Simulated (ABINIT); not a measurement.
Records of electronic-structure calculations.

```
NaCl (Fm-3m): G0W0 with ABINIT, start to end
1.0
     0.00000    2.81000    2.81000
     2.81000    0.00000    2.81000
     2.81000    2.81000    0.00000
Na Cl
1 1
Direct
  0.00000 0.00000 0.00000
  0.50000 0.50000 0.50000
# method: RPA screening on PBE, plane waves, norm-conserving pseudopotentials (and 2 further levels or steps)
# program: ABINIT 10.8.3
# settings: cutoff 38 Ha, PseudoDojo scalar-relativistic 0.4.1 standard, norm-conserving, ngkpt (4, 4, 4), nband 80, ecuteps 5 Ha, inclvkb 2, shiftk (0, 0, 0), symchi 1, awtr 1, frequency ppm, 4×4×4 k-mesh
# cost: 5 runs, 22 s in all on 8 MPI ranks of AMD EPYC 9R45, shared host
# notes: The database entry behind the starting cell differs from other determinations of this structure. The cell and positions come from the Crystallography Open Database and are kept as given unless a step says otherwise. The 4×4×4 mesh is coarse for this cell, which bears on the long-range parts of exchange and screening.
# PBE gap: 5.15 eV, direct
# G0W0 gap on the mesh: 7.99 eV
# GW settings: 4×4×4 mesh, 80 bands, screening to 136.1 eV, Godby-Needs plasmon pole
# known limits: short of the basis limit; coarse k mesh
```

[Long decimals in the printed logs are rounded to 6 places.]

[Logs are printed without paths, hosts, clocks, repeated set-up lines and the standing remarks that a program may print on its own settings, such as how far it seeks lower states.]

[Paths, hosts, dates, memory and timing lines, banners, echoed tables and standing remarks are left out of the program output; an Ansatz launch command may be rebuilt from the run's recorded settings. Measured values are a selection of at most five: reports struck by readers or far from the other reports are left out. None is set beside runs whose start may be inverted or whose files or cutoffs have a known fault.]

[Runs of the session that timed out or met a known fault of the program may be left out.]

[Hosts, paths, dates, database ids (printed as entryN), source tags and the programs' standing remarks are cut or masked in the printed files.]

[G0W0 gaps are taken among the corrected bands and points alone; a level outside them can change the order at an edge.]

[Where Ansatz stands beside ABINIT at settings called matched, ABINIT's density can come from a denser mesh and the files from another edition; pairs whose starting gaps differed by over 0.03 eV were left out, so agreement reads better than it is.]
